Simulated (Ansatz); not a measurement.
# What TlBiSe3 (model cell, started as cubic perovskite with Bi in the octahedra) distorts into, part 3 of 3

Which phase does TlBiSe3 (model cell, started as cubic perovskite with Bi in the octahedra) fall into along its unstable mode, and how much energy does it gain?

Ansatz 0.2.0; DFT PBEsol, scalar-relativistic, plane waves, PAW; PAW set soft_1.

So far. Step 5 (Energy along the mode, all amplitudes (two of the runs …): The lowest of the steps tried is the last one, at 0.6 Å, 49.7 meV/atom below the parent; the bottom of the well need not coincide with a step. Step 7 (The new phase in its own primitive cell): The largest force component left is 0.20 meV/Å and the pressure is -0.001 GPa, within the tolerances set. The cell now holds 29.22 Å³/atom. The relaxed cell has a, b, c = 7.797, 4.298, 8.718 Å (conventional setting).

The structure was built from a prototype and need not be the compound's stable phase.

### 8. Modes of the new phase, k-mesh 6×8×4

A relaxed structure may still be a saddle point, so its zone-centre modes are computed. No field response is asked, since the mesh shows no gap.

input.yaml reads:

```yaml
crystal:
  lattice:
    - [7.797425547, 0.0, 0.0]
    - [0.0, 4.2979799956, 0.0]
    - [0.0, 0.0, 8.7177397522]
  atoms:
    - { symbol: Tl, position: [0.25, 0.0, 0.1700357887] }
    - { symbol: Tl, position: [0.75, 0.0, 0.8299642113] }
    - { symbol: Bi, position: [0.25, 0.5, 0.7647279301] }
    - { symbol: Bi, position: [0.75, 0.5, 0.2352720699] }
    - { symbol: Se, position: [0.5, 0.5, 0.0] }
    - { symbol: Se, position: [0.0, 0.5, 0.5] }
    - { symbol: Se, position: [0.0, 0.5, 0.0] }
    - { symbol: Se, position: [0.5, 0.5, 0.5] }
    - { symbol: Se, position: [0.25, 0.0, 0.5418902527] }
    - { symbol: Se, position: [0.75, 0.0, 0.4581097473] }
kpoints:
  mp_grid: { grid: [6, 8, 4] }
hamiltonian:
  xc: pbesol
  pseudopotentials: { kind: paw, azcp: { folder: soft_1 }, xc_functional: pbe }
scf:
  occupations: { method: methfessel_paxton, width: 0.2 }
output:
  eigenvalues: true
phonons:
  method: dfpt
```

Command:

```bash
$ ansatz run input.yaml --threads 4 --pin off --max-ram 16384MiB --backend cpu --events-out ev --progress --plain --runs-dir out
```

Numbers of over 12 decimals in the logs are rounded to 6 here.

The program printed:

```text
zone centre: on kpoints.mp_grid the ground state, and the responses unless they are solved on pairs of k-points, stand on 70 of the mesh's 192 k-points, reduced under 2 symmetry operations, with k and −k counted as one. Each operation leaves every solved displacement unchanged or reverses it
[...]
Crystal: 10 atoms, lattice volume = 292.159 Å³
Basis set: ecut = 420 eV, 5693 PW (Γ), exchange–correlation on 108×60×120 points (8 copies of the dense FFT grid, shifted against one another)
Bands: 92, of which v1, the nominal top of the filled ones, is band 76 counted from 1 (75 counted from 0)
Symmetry: 8 space group operations
k-points: 70 of 192 (irreducible under 2 space group operations, time reversal used)
[...]
SCF iter   1: F=—  HF=-79637.023674 eV  |F-HF|=—  |Δ(HF+E_count)|=         —  Δρ=4.71e-2  dr2=4.39e1  ethr=3.10e-3  ⟨swp⟩=7.0  Hψ=25027  notcnv=0
[...]
SCF iter  13: F=-79630.193738 eV  HF=-79630.193738 eV  |F-HF|=0.00e0  |Δ(HF+E_count)|=    0.00e0  S|Δr|=    0.00e0  Δρ=3.71e-8  dr2=2.64e-12  ethr=1.00e-12  ⟨swp⟩=12.8  Hψ=37902  notcnv=0
SCF 1 converged in 13 iterations: F = -79630.193738 eV  dr2 = 2.64e-12
[...]
DFPT response loops at Γ: preconditioner auto → Kerker (q_TF=auto, 2.447 Å⁻¹) (partly filled bands, converged f_vac=0.054); β = 1.00, the filter's whole step (`scf.mixing.beta` (0.50) is not read by the response loops under this deck's `scf.mixing.preconditioner`; to damp them name `kerker` or `kerker_dos`, under which they read `scf.mixing.beta`, and type it under 1.00, their step now; both keys bind the ground state too); Broyden in place of MSR1
SCF converged after 13 iterations
[...]
Free energy (F): -79630.193738 eV
[...]
Internal energy: -79630.195237 eV  (E = F + TS)
E sigma→0 (E₀):  -79630.194113 eV
Entropy (-TS):   0.001499 eV (0.150 meV/atom)
Fermi energy:    8.140648 eV
[...]
--- Band table (eV; the first three rows and the last of 70) ---
  k-point 0: bands = [... 72 lower, 6.7713, 6.9961, 7.2266, 7.7680, 8.2976, 8.3151, 8.6617, 9.1309, ... 12 higher]
  k-point 1: bands = [... 72 lower, 6.8773, 6.9937, 7.3687, 7.7761, 8.3804, 8.6594, 9.3450, 9.3561, ... 12 higher]
  k-point 2: bands = [... 72 lower, 6.9311, 6.9913, 7.3459, 7.7599, 8.2110, 9.2772, 9.8059, 9.9407, ... 12 higher]
  k-point 69: bands = [... 72 lower, 6.7087, 6.7087, 7.9881, 7.9881, 8.7733, 8.7733, 9.2866, 9.2866, ... 12 higher]
--- Phonons (Γ-DFPT): 15 representative perturbations + reference, on 70 of 192 k-points (Σ response iterations 51) ---
  k mesh reduced under 2 symmetry operations, with k and −k counted as one. Each operation leaves every solved displacement unchanged or reverses it
  ASR residual: 3.017e-4 → 0.000e0 eV/Å²; symmetrization residual: 1.028e-4 eV/Å²
  ASR residual per site (eV/Å²): 2.05e-4 2.05e-4 3.02e-4 3.02e-4 5.44e-5 1.43e-4 5.44e-5 1.43e-4 8.59e-5 8.59e-5
  Γ frequencies (cm⁻¹): -90.81 -86.08 -25.45 -17.13 -14.54 0.00 0.00 0.00 28.09 31.51 36.46 40.82 44.62 46.69 53.09 57.37 59.68 65.78 74.50 74.59 77.04 88.66 101.09 106.37 114.84 118.47 130.92 145.81 159.80 161.95
  non-analytic LO–TO correction: not included (Born effective charges unavailable; polar crystals: no LO–TO splitting at Γ)
```

Run time: 17 min. Hardware: 4 threads of Arm Neoverse V2, shared host; peak memory 5.3 GiB; 65 min of CPU time.

This step gave:

```yaml
sum_rule_residual_before_enforcement: 3.02e-4 eV/Å²
point_group: mmm
highest_optical_mode_at_the_zone_centre_no_lo_to_term: 161.9 cm⁻¹
lowest_optical_zone_centre_mode: -90.81 cm⁻¹
```

Patterns of degenerate modes are one choice out of their space. Modes at Γ, with each element's share of the kinetic energy (negative means imaginary):

| mode | frequency (cm⁻¹) | symmetry | Tl % | Bi % | Se % |
| --- | --- | --- | --- | --- | --- |
| 1 | -90.8 | B3g | 0 | 13 | 87 |
| 2 | -86.1 | Au | 0 | 0 | 100 |
| 3 | -25.4 | B3u | 5 | 21 | 75 |
| 4 | -17.1 | B3u | 28 | 28 | 44 |
| 5 | -14.5 | B2u | 36 | 12 | 52 |
| 6 | 0.0 | acoustic | 31 | 32 | 36 |
| 7 | 0.0 | acoustic | 31 | 32 | 36 |
| 8 | 0.0 | acoustic | 31 | 32 | 36 |
| 9 | 28.1 | B3g | 100 | 0 | 0 |
| 10 | 31.5 | B1u | 17 | 37 | 46 |
| 11 | 36.5 | B2g | 90 | 10 | 0 |
| 12 | 40.8 | Ag | 80 | 7 | 13 |
| 13 | 44.6 | B2u | 32 | 6 | 61 |
| 14 | 46.7 | B3u | 12 | 7 | 81 |
| 15 | 53.1 | Au | 0 | 0 | 100 |
| 16 | 57.4 | B1u | 43 | 1 | 56 |
| 17 | 59.7 | B3u | 24 | 1 | 75 |
| 18 | 65.8 | B1u | 0 | 15 | 85 |
| 19 | 74.5 | B2u | 0 | 45 | 55 |
| 20 | 74.6 | B3g | 0 | 87 | 13 |
| 21 | 77.0 | B2g | 8 | 55 | 37 |
| 22 | 88.7 | Ag | 20 | 31 | 49 |
| 23 | 101.1 | B2g | 2 | 35 | 63 |
| 24 | 106.4 | B1u | 8 | 1 | 91 |
| 25 | 114.8 | Ag | 0 | 62 | 38 |
| 26 | 118.5 | B3u | 0 | 11 | 89 |
| 27 | 130.9 | B1u | 1 | 14 | 86 |
| 28 | 145.8 | B3u | 0 | 0 | 100 |
| 29 | 159.8 | B2u | 0 | 5 | 95 |
| 30 | 161.9 | B1u | 0 | 0 | 100 |

Displacements in mode 1 (-90.8 cm⁻¹), the largest set to 1:
```
Tl1  0.00 -0.02  0.00
Tl2  0.00  0.02  0.00
Bi3  0.00  0.24  0.00
Bi4  0.00 -0.24  0.00
Se5  0.00  0.00  0.00
Se6  0.00  0.00  0.00
Se7  0.00  0.00  0.00
Se8  0.00  0.00  0.00
Se9  0.00  1.00  0.00
Se10 0.00 -1.00  0.00
```

Displacements in mode 10 (31.5 cm⁻¹), the largest set to 1:
```
Tl1  0.00  0.00  0.41
Tl2  0.00  0.00  0.41
Bi3  0.00  0.00 -0.61
Bi4  0.00  0.00 -0.61
Se5 -0.25  0.00  0.08
Se6 -1.00  0.00  0.07
Se7  0.25  0.00  0.08
Se8  1.00  0.00  0.07
Se9  0.00  0.00  0.39
Se10 0.00  0.00  0.39
```

Before it was imposed, the acoustic sum rule was missed by 3.0e-4 eV/Å². Small misses are needed for a sound result but don't prove that mesh and cutoff are converged. The lowest optical mode is imaginary, 90.8i cm⁻¹, so the energy falls along it.

### 9. Results

```json
{
 "unstable mode of the parent": "q = (0, -0.5, -0.5), 89i cm⁻¹",
 "depth at the lowest point sampled": "49.7 meV/atom",
 "largest atomic shift at that point": "0.6 Å",
 "space group reached (within 0.01 Å)": "Pmma",
 "energy gained over the parent (first relaxation, on the mesh of the frozen mode)": "252 meV/atom",
 "volume per atom, phase reached": "29.2 Å³",
 "lowest optical zone-centre mode, phase reached": "-90.8 cm⁻¹",
 "highest optical mode at the zone centre (no LO-TO term), phase reached": "162 cm⁻¹"
}
```

What this shows: Along this mode the structure falls into Pmma, 252 meV/atom below the parent. At the parent's cell the well is 49.65 meV/atom deep on the steps tried, with its lowest point at a shift of 0.6 Å. That is the last step tried, so the steps alone don't bracket the bottom of the well. Relaxing atoms and cell changes the gain by +202.12 meV/atom against the lowest step (energies at zero smearing). Most of the total comes from this relaxation. The new phase still has an imaginary mode at the zone centre of its cell, so it is a saddle point on the way to a lower structure. Of the 4 patterns followed to their end from this parent, this one reaches the lowest energy. Each path keeps the symmetry of its pattern, so a lower phase may lie along a pattern not tried. With no gap, or one that is small against the smearing, the frequencies hang on the k mesh and the smearing, most of all near Kohn anomalies. Spin-orbit coupling is left out, which can matter for the heavy elements here. The PAW files were made for PBE and serve the other functionals too. A phonon run warned that its eigensolver left some bands unconverged in a pass. The starting cell was built on a prototype and not taken from a measurement, so the phase need not exist.

[Logs are printed without paths, hosts, clocks, repeated set-up lines and the standing remarks that a program may print on its own settings, such as how far it seeks lower states.]

[Hosts, paths, dates, database ids (printed as entryN), source tags and the programs' standing remarks are cut or masked in the printed files.]
